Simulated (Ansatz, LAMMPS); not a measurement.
# Elastic response of amorphous carbon at 2.60 g/cm^3 (96 atoms): runs compared

Aim: relax amorphous carbon at 2.60 g/cm^3 (96 atoms), then change its volume and shape to read moduli from the stress.

Computed with Ansatz 0.2.0: Kohn-Sham DFT, PBE, PAW (set soft_2), plane waves.

## (1) The cell as built

The cell holds 96 atoms: 96 C. Its edges and angles: a = 9.030 Å, b = 9.030 Å, c = 9.030 Å, α = 90.0°, β = 90.0°, γ = 90.0°. 96 atoms (96 C) placed at random at 2.6 g/cm³, melted at 6000 K for 10 ps at fixed volume with the LCBOP (Los and Fasolino, Phys. Rev. B 68, 024107 (2003)). Quenched from 6000 K to 300 K at 200 K/ps and fixed volume, held 5 ps, then minimised at fixed cell.

Limits known from the start: The quench rate of 200 K/ps far exceeds what a furnace or splat quench reaches, so expect more defects and frozen-in strain than in a real sample. The network of bonds at the start is that of the classical potential that made the cell, and needn't be the one that DFT or experiment would give.

## (2) The reference run

The reference is a single point at the end of the relaxation.

Every strained cell starts from the geometry of this run, and its atoms are relaxed with the cell held.

Its input, with most atom lines left out:

```yaml
crystal:
  lattice:
    - [9.24207, 0.22621, 0.48266]
    - [0.22621, 9.15185, -0.16098]
    - [0.48266, -0.16098, 8.78705]
  atoms:
    - { symbol: C, position: [0.01005, 0.17117, 0.8826] }
    - { symbol: C, position: [0.35393, 0.33492, 0.91005] }
    - { symbol: C, position: [0.55459, 0.35347, 0.6533] }
    - { symbol: C, position: [0.00998, 0.49003, 0.82158] }
    - { symbol: C, position: [0.28236, 0.2743, 0.51962] }
    - { symbol: C, position: [0.91239, 0.52214, 0.38087] }
    - { symbol: C, position: [0.00411, 0.71751, 0.02571] }
    [... atom lines 8 to 96 left out ...]
kpoints:
  mp_grid: { grid: [2, 2, 2] }
hamiltonian:
  xc: pbe
scf:
  occupations: { method: gaussian, width: 0.05 }
output:
  forces: true
  stress: true
  populations: true
  dos:
    method: { smearing: { sigma: 0.15 } }
    de: 0.1
    projected: { site_lists: { C: [C] } }
  eigenvalues: true
  write_density: true
  write_potential: true
  volumetric_format: npy
  elf: true
```

| Property | Result |
| --- | --- |
| free energy per atom | -250.1412 eV/atom |
| r.m.s. force component | 0.00456 eV/Å |
| pressure | 0.0001954 GPa |

7 levels are partly filled, by over 2 % (on the run's k-points): at this level the cell shows no clear gap. Levels of broken or missing bonds inside a gap of the host would look the same.

## (3) The runs

Each row is one run, on 4 threads of AMD EPYC 9R45 (Zen 5), shared host. The free energy is the program's total, comparable only between runs with the same functional, potentials and atoms.

```
                                 run  atoms    outcome  ionic steps, all passes  free energy (eV)    time  host memory (GiB)
           Single point at the start     96  converged                        -        -23995.003    16 s                4.7
              Cell and atoms relaxed     96  converged                       78        -24013.555  14 min                4.8
Single point at the relaxed geometry     96  converged                        -        -24013.555    24 s                4.7
                         Volume -3 %     96  converged                        4        -24013.023    52 s                4.6
                         Volume +3 %     96  converged                        4        -24013.067    55 s                4.8
                         Volume -6 %     96  converged                        5        -24011.336    58 s                4.5
                         Volume +6 %     96  converged                        5        -24011.691    70 s                4.9
                        Volume -10 %     96  converged                        8        -24007.040    84 s                4.3
            Stretched by 1 % along x     96  converged                        3        -24013.451    41 s                4.7
           Compressed by 1 % along x     96  converged                        3        -24013.447    42 s                4.7
                Sheared by 2 % in xy     96  converged                        4        -24013.399    52 s                4.7
```

In some runs the program notes that the SCF threshold is loose for the stress.

## (4) Pressure against volume

Atoms are relaxed at each volume, in the scaled cell.

```
volume change (%)  volume (Å³/atom)  energy change (meV/atom)  pressure (GPa)  largest move on relaxing (Å)  bonds
              -10             6.941                     67.86           30.11                          0.21    158
               -6             7.249                     23.12           16.67                          0.11    158
               -3             7.481                      5.55            7.82                          0.05    158
               +0             7.712                      0.00            0.00                             -    158
               +3             7.944                      5.08           -6.85                          0.04    158
               +6             8.175                     19.42          -12.84                          0.08    158
```

## (5) Uniaxial strain and shear

Stress (GPa, compression positive) less that of the relaxed cell, atoms relaxed:

```
                   strain      xx      yy      zz      xy  energy change (meV/atom)
 stretched by 1 % along x  -4.546  -1.576  -1.432   0.041                      1.09
compressed by 1 % along x   4.699   1.660   1.491  -0.058                      1.12
     sheared by 2 % in xy   0.126  -0.229  -0.016  -3.347                      1.63
```

## (6) Outcome

The bulk modulus, from the slope of pressure against ln V over the three points nearest the relaxed volume, is 244 GPa; a quadratic over all points gives a pressure derivative of about 3.2. In the Cartesian axes of the cell, finite differences give C11 = 462, C12 = 162, C13 = 146 and C66 = 167 GPa (the shear of 2 % is the engineering strain, εxy = 0.01). The mean of C11, C12 and C13, which equals the bulk modulus in a cubic or isotropic solid, is 257 GPa: it agrees with the bulk modulus within 10 %. For an isotropic solid C66 would equal (C11 − C12)/2 = 150 GPa; so small a sample needn't be isotropic, and C66 rests on one shear. With the bulk modulus and C66 as K and G, Young's modulus would be about 409 GPa and Poisson's ratio 0.22.

**Limits.** Strains are finite and relaxations stop at the force tolerance of the input, which can leave moduli too stiff; they are those of a static cell at zero temperature. Volumes are changed with the cell's shape held, so in an anisotropic solid the modulus lies over the one under free hydrostatic load. The program notes that the SCF threshold of the relaxations is loose for the stress.

The DFT runs together took 23 min of wall time.

[Logs are printed without paths, hosts, clocks, repeated set-up lines and the standing remarks that a program may print on its own settings, such as how far it seeks lower states.]

[Hosts, paths, dates, database ids (printed as entryN), source tags and the programs' standing remarks are cut or masked in the printed files.]
